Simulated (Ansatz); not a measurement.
# N on W(100): change of the work function, part 2 of 3

Wanted: Δφ(θ) for N/W(100), starting from the hollow site.

Ansatz 0.2.0; plane-wave DFT, PBE, Ansatz PAW.

So far, work function, upper face (eV): step 2 (the clean slab) 4.14.

**3. Adsorbate added, k-mesh 6×6×1, coverage 0.25 ML**

System of this step: W20N (N/W(100)). The cell holds 21 atoms: 20 W and 1 N. Cell: a = 6.320 Å, b = 6.320 Å, c = 25.110 Å, α = 90.0°, β = 90.0°, γ = 90.0°. Vacuum lies along c.

The clean slab as it ended is repeated in the plane and the adsorbate is set on one face; the cell's size fixes the coverage, and the k-mesh shrinks with it to keep the sampling density about even. Adsorbate and upper layers relax, since the dipole depends on the height.

File input.yaml:

```yaml
crystal:
  lattice:
    - [6.32, 0.0, 0.0]
    - [0.0, 6.32, 0.0]
    - [0.0, 0.0, 25.1098318303]
  atoms:
    - { symbol: W, position: [0.0, 0.0, 0.3584253396] }
    - { symbol: W, position: [0.25, 0.25, 0.4213488991] }
    - { symbol: W, position: [0.0, 0.0, 0.4842393473] }
    - { symbol: W, position: [0.25, 0.25, 0.5497362958] }
    - { symbol: W, position: [0.0, 0.0, 0.606702842] }
    - { symbol: W, position: [0.0, 0.5, 0.3584253396] }
    - { symbol: W, position: [0.25, 0.75, 0.4213488991] }
    - { symbol: W, position: [0.0, 0.5, 0.4842393473] }
    - { symbol: W, position: [0.25, 0.75, 0.5497362958] }
    - { symbol: W, position: [0.0, 0.5, 0.606702842] }
    - { symbol: W, position: [0.5, 0.0, 0.3584253396] }
    - { symbol: W, position: [0.75, 0.25, 0.4213488991] }
    - { symbol: W, position: [0.5, 0.0, 0.4842393473] }
    - { symbol: W, position: [0.75, 0.25, 0.5497362958] }
    - { symbol: W, position: [0.5, 0.0, 0.606702842] }
    - { symbol: W, position: [0.5, 0.5, 0.3584253396] }
    - { symbol: W, position: [0.75, 0.75, 0.4213488991] }
    - { symbol: W, position: [0.5, 0.5, 0.4842393473] }
    - { symbol: W, position: [0.75, 0.75, 0.5497362958] }
    - { symbol: W, position: [0.5, 0.5, 0.606702842] }
    - { symbol: "N", position: [0.25, 0.25, 0.6415746604] }
kpoints:
  mp_grid: { grid: [6, 6, 1] }
hamiltonian:
  xc: pbe
scf:
  occupations: { method: fermi_dirac, width: 0.1 }
  convergence: { dr2_threshold: 1.0e-08 }
efield:
  axis: 3
  dipole_correction: true
  ramp_position: 0.97
  ramp_width: 0.06
relax:
  f_tol: 0.02
  max_steps: 60
  constraints: [{ sites: [0, 1, 5, 6, 10, 11, 15, 16] }]
output:
  dos: { projected: true, e_range: [-8, 4] }
  write_potential: true
  write_density: true
  volumetric_format: npy
  elf: true
```

Command:

```
$ ansatz run input.yaml --threads 4 --pin off --max-ram 6144MiB --backend cpu --events-out ev --progress --plain --runs-dir out
```

Numbers of over 12 decimals in the logs are rounded to 6 here.

Output:

```text
[...]
Crystal: 21 atoms, lattice volume = 1002.947 Å³
Basis set: ecut = 420 eV, 19671 PW (Γ), exchange–correlation on 90×90×360 points (8 copies of the dense FFT grid, shifted against one another)
Bands: 171, of which v1, the nominal top of the filled ones, is band 143 counted from 1 (142 counted from 0)
Symmetry: 8 space group operations
[...]
k-points: 10 of 36
[...]
SCF iter   1: F=—  HF=-208062.041767 eV  |F-HF|=—  |Δ(HF+E_count)|=         —  Δρ=6.12e-3  dr2=1.57e0  ethr=1.77e-3  p=-0.032 e·Å  D=-5.73e-3 V/Å  ΔV_dip=0.14 eV  dr2_dipole=3.18e-1  V_vac-E_F(+/−)=4.47/4.33 eV  ⟨swp⟩=9.5  Hψ=8697  notcnv=0
[...]
SCF iter  11: F=-208061.936006 eV  HF=-208061.936006 eV  |F-HF|=2.42e-9  |Δ(HF+E_count)|=   7.36e-9  Δρ=2.97e-7  dr2=2.34e-9  ethr=3.51e-12  p=0.005 e·Å  D=9.24e-4 V/Å  ΔV_dip=-0.02 eV  dr2_dipole=6.00e-11  V_vac-E_F(+/−)=4.23/4.26 eV  ⟨swp⟩=10.9  Hψ=11867  notcnv=0
SCF 1 converged in 11 iterations: F = -208061.936006 eV  dr2 = 2.34e-9
[...]
relax step   1: F+E_penalty+E_count = -208061.93600622 eV  Δ(F+E_penalty+E_count) = +0.000e0 eV  max|allowed force component| = 2.545e0 eV/Å  Δτ_max = 0.0000 Å  (11 SCF iters, accepted)
[...]
iter 1 solved again at ethr=8.83e-4 eV; its pass at ethr=3.10e-3 eV (dr2=2.52e0 eV) is discarded
[...]
SCF iter  11: F=-208062.619054 eV  HF=-208062.619054 eV  |F-HF|=1.31e-9  |Δ(HF+E_count)|=   2.15e-8  Δρ=4.17e-7  dr2=4.46e-9  ethr=3.51e-12  p=0.033 e·Å  D=6.04e-3 V/Å  ΔV_dip=-0.15 eV  dr2_dipole=2.36e-10  V_vac-E_F(+/−)=4.10/4.25 eV  ⟨swp⟩=9.8  Hψ=13556  notcnv=0
SCF 2 converged in 11 iterations: F = -208062.619054 eV  dr2 = 4.46e-9
[...]
relax step   2: F+E_penalty+E_count = -208062.61905365 eV  Δ(F+E_penalty+E_count) = -6.830e-1 eV  max|allowed force component| = 9.825e-1 eV/Å  Δτ_max = 0.1949 Å  (11 SCF iters, accepted)
[...]
SCF iter  10: F=-208062.726545 eV  HF=-208062.726545 eV  |F-HF|=7.68e-9  |Δ(HF+E_count)|=   6.29e-9  Δρ=5.25e-7  dr2=6.69e-9  ethr=3.51e-12  p=0.047 e·Å  D=8.47e-3 V/Å  ΔV_dip=-0.21 eV  dr2_dipole=1.42e-10  V_vac-E_F(+/−)=4.03/4.25 eV  ⟨swp⟩=12.1  Hψ=13255  notcnv=0
SCF 3 converged in 10 iterations: F = -208062.726545 eV  dr2 = 6.69e-9
relax step   3: F+E_penalty+E_count = -208062.72654462 eV  Δ(F+E_penalty+E_count) = -1.075e-1 eV  max|allowed force component| = 3.891e-1 eV/Å  Δτ_max = 0.1298 Å  (10 SCF iters, accepted)
[...]
relax step   4: F+E_penalty+E_count = -208062.74345042 eV  Δ(F+E_penalty+E_count) = -1.691e-2 eV  max|allowed force component| = 6.904e-2 eV/Å  Δτ_max = 0.0393 Å  (9 SCF iters, accepted)
[...]
relax step   5: F+E_penalty+E_count = -208062.74444371 eV  Δ(F+E_penalty+E_count) = -9.933e-4 eV  max|allowed force component| = 6.007e-2 eV/Å  Δτ_max = 0.0060 Å  (8 SCF iters, accepted)
SCF iter   1: F=—  HF=-208062.745322 eV  |F-HF|=—  |Δ(HF+E_count)|=         —  Δρ=2.11e-4  dr2=9.09e-4  ethr=1.21e-5  p=0.044 e·Å  D=7.98e-3 V/Å  ΔV_dip=-0.20 eV  dr2_dipole=7.86e-5  V_vac-E_F(+/−)=4.05/4.25 eV  ⟨swp⟩=2.0  Hψ=2633  notcnv=0
[...]
SCF iter   7: F=-208062.744745 eV  HF=-208062.744745 eV  |F-HF|=7.57e-10  |Δ(HF+E_count)|=   2.56e-8  Δρ=3.44e-7  dr2=2.38e-9  ethr=3.51e-12  p=0.044 e·Å  D=7.94e-3 V/Å  ΔV_dip=-0.20 eV  dr2_dipole=4.11e-12  V_vac-E_F(+/−)=4.05/4.25 eV  ⟨swp⟩=11.7  Hψ=12837  notcnv=0
SCF 6 converged in 7 iterations: F = -208062.744745 eV  dr2 = 2.38e-9
relax step   6: F+E_penalty+E_count = -208062.74474532 eV  Δ(F+E_penalty+E_count) = -3.016e-4 eV  max|allowed force component| = 5.002e-3 eV/Å  Δτ_max = 0.0041 Å  (7 SCF iters, accepted)
NSCF: frozen V_eff on 10 k-points
[...]
SCF converged after 7 iterations
Free energy (F): -208062.744745 eV
[...]
Internal energy: -208062.106914 eV  (E = F + TS)
E sigma→0 (E₀):  -208062.425830 eV
Entropy (-TS):   -0.637831 eV (-30.373 meV/atom)
Fermi energy:    4.485572 eV
Dipole field:    D = 0.007939 V/Å  (p = 0.044001 e·Å, saw-weighted, corrected)
Work function:   Φ+ = 4.0497 eV   Φ− = 4.2490 eV
[...]
--- Forces (eV/Å), atoms counted from 1 ---
  atom   1  W      0.04136327     0.04136327     1.28813019
  atom   2  W     -0.00000000     0.00000000    -1.35030310
  atom   3  W     -0.00008421    -0.00008421    -0.00118382
  atom   4  W     -0.00000000    -0.00000000    -0.00500239
  atom   5  W      0.00079811     0.00079811    -0.00334193
  atom   6  W      0.04136327    -0.04136327     1.28813019
  atom   7  W     -0.00000000    -0.00000000    -1.12493550
  atom   8  W     -0.00008421     0.00008421    -0.00118382
  atom   9  W      0.00000000    -0.00000000     0.00121353
  atom  10  W      0.00079811    -0.00079811    -0.00334193
  atom  11  W     -0.04136327     0.04136327     1.28813019
  atom  12  W     -0.00000000    -0.00000000    -1.12493550
  atom  13  W      0.00008421    -0.00008421    -0.00118382
  atom  14  W     -0.00000000     0.00000000     0.00121353
  atom  15  W     -0.00079811     0.00079811    -0.00334193
  atom  16  W     -0.04136327    -0.04136327     1.28813019
  atom  17  W     -0.00000000    -0.00000000    -1.53811215
  atom  18  W      0.00008421     0.00008421    -0.00118382
  atom  19  W      0.00000000     0.00000000     0.00174293
  atom  20  W     -0.00079811    -0.00079811    -0.00334193
  atom  21  N      0.00000000     0.00000000     0.00472075
  max |Σ_I F_I| component: 1.99e-5 eV/Å
--- Band table (eV; the first three rows and the last of 10) ---
  k-point 0: bands = [... 139 lower, 4.3033, 4.4918, 4.4918, 4.5176, 4.6071, 4.7727, 4.7727, 5.1289, ... 24 higher]
  k-point 1: bands = [... 139 lower, 4.2518, 4.3375, 4.4965, 4.6386, 4.6709, 4.8411, 4.9255, 5.0020, ... 24 higher]
  k-point 2: bands = [... 139 lower, 4.1495, 4.5361, 4.5437, 4.7023, 4.7514, 4.7709, 4.7992, 4.9175, ... 24 higher]
  k-point 9: bands = [... 139 lower, 4.2350, 4.2613, 4.2659, 4.2659, 4.2692, 4.3793, 4.3793, 4.4488, ... 24 higher]
--- Relaxed structure (6 steps of the walk, 6 accepted, 0 SCFs on fresh bases) ---
  F+E_penalty+E_count = -208062.74474532 eV   max|allowed force component| = 5.002e-3 eV/Å
  atoms:
    - { symbol: W, position: [0.0, 0.0, 0.3584253396] }
    - { symbol: W, position: [0.250000, 0.250000, 0.4213488991] }
    - { symbol: W, position: [-0.00297088, -0.00297088, 0.484492] }
    - { symbol: W, position: [0.250000, 0.250000, 0.543803] }
    - { symbol: W, position: [0.012100, 0.012100, 0.608605] }
    - { symbol: W, position: [0.0, 0.500000, 0.3584253396] }
    - { symbol: W, position: [0.250000, 0.75, 0.4213488991] }
    - { symbol: W, position: [-0.00297088, 0.502971, 0.484492] }
    - { symbol: W, position: [0.250000, 0.75, 0.550397] }
    - { symbol: W, position: [0.012100, 0.487900, 0.608605] }
    - { symbol: W, position: [0.500000, 0.0, 0.3584253396] }
    - { symbol: W, position: [0.75, 0.250000, 0.4213488991] }
    - { symbol: W, position: [0.502971, -0.00297088, 0.484492] }
    - { symbol: W, position: [0.75, 0.250000, 0.550397] }
    - { symbol: W, position: [0.487900, 0.012100, 0.608605] }
    - { symbol: W, position: [0.500000, 0.500000, 0.3584253396] }
    - { symbol: W, position: [0.75, 0.75, 0.4213488991] }
    - { symbol: W, position: [0.502971, 0.502971, 0.484492] }
    - { symbol: W, position: [0.75, 0.75, 0.551092] }
    - { symbol: W, position: [0.487900, 0.487900, 0.608605] }
    - { symbol: N, position: [0.250000, 0.250000, 0.630458] }
```

Run time: 4.1 min. Hardware: 4 threads of Intel Xeon Platinum 8259CL at 2.50GHz (Skylake/Cascade Lake), shared host; peak memory 4.2 GiB.

This run has no spin polarisation although its electron count is odd.

The steps of the relaxation:

```tsv
step	energy less that of the first step (eV)	largest force component (eV/Å)
1	0.0000	2.5453
2	-0.6830	0.9825
3	-0.7905	0.3891
4	-0.8074	0.0690
5	-0.8084	0.0601
6	-0.8087	0.0050
```

The run keeps the 8 symmetry operations that it works with, so distortions that break them were not tested.

The atoms that moved most (Å):

```tsv
atom	dx	dy	dz	length
N21	0.000	0.000	-0.279	0.279
W4	0.000	0.000	-0.149	0.149
W20	-0.076	-0.076	0.048	0.118
W10	0.076	-0.076	0.048	0.118
W15	-0.076	0.076	0.048	0.118
W5	0.076	0.076	0.048	0.118
W19	0.000	0.000	0.034	0.034
W18	0.019	0.019	0.006	0.027
```

Final coordinates:

```xyz
21
Lattice="6.3200 0.0000 0.0000 0.0000 6.3200 0.0000 0.0000 0.0000 25.1098" Properties=species:S:1:pos:R:3
W     0.0000    0.0000    9.0000
W     1.5800    1.5800   10.5800
W    -0.0188   -0.0188   12.1655
W     1.5800    1.5800   13.6548
W     0.0765    0.0765   15.2820
W     0.0000    3.1600    9.0000
W     1.5800    4.7400   10.5800
W    -0.0188    3.1788   12.1655
W     1.5800    4.7400   13.8204
W     0.0765    3.0835   15.2820
W     3.1600    0.0000    9.0000
W     4.7400    1.5800   10.5800
W     3.1788   -0.0188   12.1655
W     4.7400    1.5800   13.8204
W     3.0835    0.0765   15.2820
W     3.1600    3.1600    9.0000
W     4.7400    4.7400   10.5800
W     3.1788    3.1788   12.1655
W     4.7400    4.7400   13.8378
W     3.0835    3.0835   15.2820
N     1.5800    1.5800   15.8307
```

Numbers from this step:

```
energy at zero smearing        : -208062.4258 eV
work function, upper face      : 4.050 eV
work function, lower face      : 4.249 eV
dipole along the normal        : 0.04400 e·Å
step between the vacuum levels : -0.1993 eV
```

Running mean over 1.58 Å of the planar mean; the ramp of the sawtooth is left out. The electron's electrostatic potential energy less the Fermi level by z:

```tsv
z (Å)	electron's electrostatic potential energy less the Fermi level (eV)
4	4.25
5	4.24
6	4.16
7	3.41
8	-2.57
9	-11.3
10	-12.4
11	-12.6
12	-12.6
13	-12.3
14	-13.0
15	-13.3
16	-6.85
17	2.45
18	3.91
19	4.04
20	4.05
21	4.05
22	4.05
```

The density of states has structure finer than the step of the table below, so its rows give means over 0.25 eV, whole bins alone (the curve runs from -8 to 1.98 eV). Peaks (eV: height): -3.220: 35.4, -3.130: 42.8, -2.980: 33.3, 0.870: 34.6, 1.500: 38.4, 1.770: 34.4, 1.950: 43.4.

Table of density of states by energy, zero at the Fermi level; means over each step:

energy (eV), density of states (states/eV a cell) and a bar:
```
    -7.75        1.4 
    -7.50        1.4 
    -7.25        1.7 
    -7.00        2.9 ##
    -6.75        6.9 ######
    -6.50        9.3 #########
    -6.25       10.9 ###########
    -6.00        5.3 ####
    -5.75       13.5 ##############
    -5.50       10.4 ##########
    -5.25       13.2 #############
    -5.00       12.3 ############
    -4.75       11.9 ############
    -4.50       13.1 #############
    -4.25       20.7 ######################
    -4.00       23.3 #########################
    -3.75       11.8 ############
    -3.50       24.2 ##########################
    -3.25       22.5 ########################
    -3.00       27.9 ##############################
    -2.75       23.5 #########################
    -2.50       28.1 ##############################
    -2.25       24.1 ##########################
    -2.00       21.8 #######################
    -1.75       27.9 ##############################
    -1.50       20.1 #####################
    -1.25       16.7 #################
    -1.00       12.9 #############
    -0.75       18.2 ###################
    -0.50       23.2 ########################
    -0.25       16.0 ################
     0.00       21.0 ######################
     0.25       19.3 ####################
     0.50       16.0 ################
     0.75       16.6 #################
     1.00       21.5 #######################
     1.25       27.9 ##############################
     1.50       26.0 ############################
     1.75       26.2 ############################
```

Projected DOS per atom over height of the atomic layer and energy from the Fermi level. Layers: W4 W4 W4 W4 W4 N from below.

Ten even steps from '_' (0.02 states/eV) to '@' (2.59 states/eV), each cell a mean:
```
++======++__
**--==--++__
==::--::==__
++..::..--__
##......++__
%%::..::++__
--......==__
==--------__
++--======..
++========__
==++==++--__
::====**++::
::----==::::
==++==--::..
..::--::....
__::--::....
__::--::..--
__........--
______..::@@
________..--
____________
____________
```
Columns: height of the atomic layer (Å) from 9 to 15.8 (not evenly spaced); rows upwards: energy from the Fermi level (eV) from -7.96 to 1.95.

ELF in the ca plane at fractional y = 0.250, with atoms of W and N within 0.2 Å of it. It is the smooth field of the valence electrons, not physical close to the nuclei.

Ten even steps from '0' (0.00) to '9' (0.80), each cell a mean:
```
44455554224555553235665443210000000000000000
34455543333455533333566543211000000000000000
33455436776345337775345543211000000000000000
23344237447324247347224433211000000000000000
23344237447324247357234433211000000000000000
33455436776345337775345543211000000000000000
34455543333455533333566543211000000000000000
44455554224555553235665443210000000000000000
44555555445655554445543432100000000000000000
34455553223456542223334554210000000000000000
33455534664356435653368997410000000000000000
23445337667334267584388799620000000000000000
23444237327324265165385289730000000000000000
23445337667334267684388799620000000000000000
33455534554356435653358997410000000000000000
34455553223456542223334554200000000000000000
44555555445655554445544432100000000000000000
```
Columns run along c (16.0 Å, from fractional 0.30 to 0.94 of the cell), rows up along a (6.3 Å). Atoms in or near the plane, at fractional coordinates: W at (0.42, 0.25), W at (0.54, 0.25), W at (0.42, 0.75), W at (0.55, 0.75), N at (0.63, 0.25).

Electrostatic potential energy in the ca plane at fractional y = 0.250, with atoms of W and N within 0.2 Å of it. With pseudopotentials it is smooth inside the atoms' cores, unlike the true potential.

Ten even steps from '0' (-58 eV) to '9' (9 eV), each cell a mean:
```
99999999889999999889999999999999999999999999
99999987667899987667899999999999999999999999
99999974114799873114899999999999999999999999
99999961001689851002699999999999999999999999
99999961001689851002699999999999999999999999
99999974114799973114899999999999999999999999
99999987667899987667899999999999999999999999
99999999889999999889999999999999999999999999
99999999999999999999999999999999999999999999
99999998778999988788999999999999999999999999
99999986335899874347888789999999999999999999
99999962002689740015873259999999999999999999
99999861001589720004761028999999999999999999
99999962002689740015873259999999999999999999
99999986336899874347888789999999999999999999
99999998888999988788999999999999999999999999
99999999999999999999999999999999999999999999
```
Columns run along c (16.0 Å, from fractional 0.30 to 0.94 of the cell; values clipped at the 3rd and 97th percentile), rows up along a (6.3 Å). Atoms in or near the plane, at fractional coordinates: W at (0.42, 0.25), W at (0.54, 0.25), W at (0.42, 0.75), W at (0.55, 0.75), N at (0.63, 0.25).

Valence density in the ca plane at fractional y = 0.250, with atoms of W and N within 0.2 Å of it. It is the smooth field of the valence electrons, not physical close to the nuclei.

Values in e/Å³, 9 rows by 16 columns, each cell a mean:
```
0.1 0.2 0.4 0.5 0.3 0.3 0.5 0.4 0.2 0.0 0.0 0.0 0.0 0.0 0.0 0.0
0.0 0.2 1.6 3.6 0.4 0.9 3.9 0.8 0.1 0.0 0.0 0.0 0.0 0.0 0.0 0.0
0.0 0.2 1.9 4.1 0.5 1.1 4.4 1.0 0.1 0.0 0.0 0.0 0.0 0.0 0.0 0.0
0.1 0.2 0.5 0.9 0.3 0.4 0.9 0.4 0.2 0.0 0.0 0.0 0.0 0.0 0.0 0.0
0.1 0.2 0.3 0.3 0.3 0.3 0.3 0.3 0.2 0.1 0.0 0.0 0.0 0.0 0.0 0.0
0.1 0.2 0.8 1.7 0.4 0.7 1.8 0.5 0.9 0.2 0.0 0.0 0.0 0.0 0.0 0.0
0.0 0.1 2.2 4.4 0.6 2.0 4.6 1.1 2.9 0.4 0.0 0.0 0.0 0.0 0.0 0.0
0.1 0.2 1.1 2.6 0.4 1.0 2.7 0.6 1.4 0.2 0.0 0.0 0.0 0.0 0.0 0.0
0.1 0.2 0.3 0.3 0.3 0.3 0.3 0.3 0.3 0.1 0.0 0.0 0.0 0.0 0.0 0.0
```
Columns run along c (16.0 Å, from fractional 0.30 to 0.94 of the cell), rows up along a (6.3 Å). Atoms in or near the plane, at fractional coordinates: W at (0.42, 0.25), W at (0.54, 0.25), W at (0.42, 0.75), W at (0.55, 0.75), N at (0.63, 0.25).

The relaxation took 6 steps and lowered the energy by 0.81 eV; the largest force on the free atoms ends at 0.0050 eV/Å.

By hand: a sheet of dipoles makes a step −p/(ε₀A) in the electron's potential. With e/ε₀ = 180.95 V·Å, p = 0.04400 e·Å and A = 39.94 Å², that is −180.95 × (0.04400) / 39.94 = -0.199 eV, and the two vacuum levels of the run differ by -0.199 eV.

The covered face has 4.05 eV, -0.09 eV against the clean one; the bare back face has moved by -0.00 eV, a measure of how thin the slab is.

[end of part 2 of 3]

[Logs are printed without paths, hosts, clocks, repeated set-up lines and the standing remarks that a program may print on its own settings, such as how far it seeks lower states.]

[Hosts, paths, dates, database ids (printed as entryN), source tags and the programs' standing remarks are cut or masked in the printed files.]

[Maps of the electrostatic potential energy from Ansatz leave out the sawtooth potential of an applied field or a dipole correction, so their vacuum need not be flat; planar profiles and work functions include it.]

[The density of states shown here was stored with 400 of the rows of the run's finer table, so its peaks can read low, often by over a quarter, or be missed, and its means over a window can be off by a tenth or more.]
